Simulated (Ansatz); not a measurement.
Space group Pm-3m (No. 221). a = 4.157 Å, b = 4.157 Å, c = 4.157 Å, α = 90.00°, β = 90.00°, γ = 90.00°
```json
{"atom": "La", "site": "1a", "symmetry": "m-3m", "x": "0.0000", "y": "0.0000", "z": "0.0000"}
{"atom": "B", "site": "6f", "symmetry": "4m.m", "x": "0.5000", "y": "0.5000", "z": "0.8025"}
```

**Question.** What reflectivity and colour does Ansatz, PBE, independent particles, without spin-orbit coupling, line width 0.15 eV (Gaussian), carrier damping 0.1 eV give for this metal?

**Answer.** Reflectivity along the first axis:

| E (eV) | R (%) |
| --- | --- |
| 1.00 | 93.8 |
| 1.25 | 89.7 |
| 1.50 | 65.1 |
| 1.75 | 12.4 |
| 2.00 | 25.4 |
| 2.25 | 29.1 |
| 2.50 | 29.3 |
| 2.75 | 30.9 |
| 3.00 | 35.3 |
| 3.25 | 33.0 |
| 3.50 | 31.3 |
| 3.75 | 32.7 |
| 4.00 | 35.0 |
| 4.25 | 36.9 |
| 4.50 | 38.8 |
| 4.75 | 40.4 |
| 5.00 | 39.9 |

The colour is grey: CIE x = 0.297, y = 0.320, luminous reflectivity 28 % under D65, from the mean over the axes. The mesh is 6×6×6, and the carriers' damping is typed.

[Logs are printed without paths, hosts, clocks, repeated set-up lines and the standing remarks that a program may print on its own settings, such as how far it seeks lower states.]
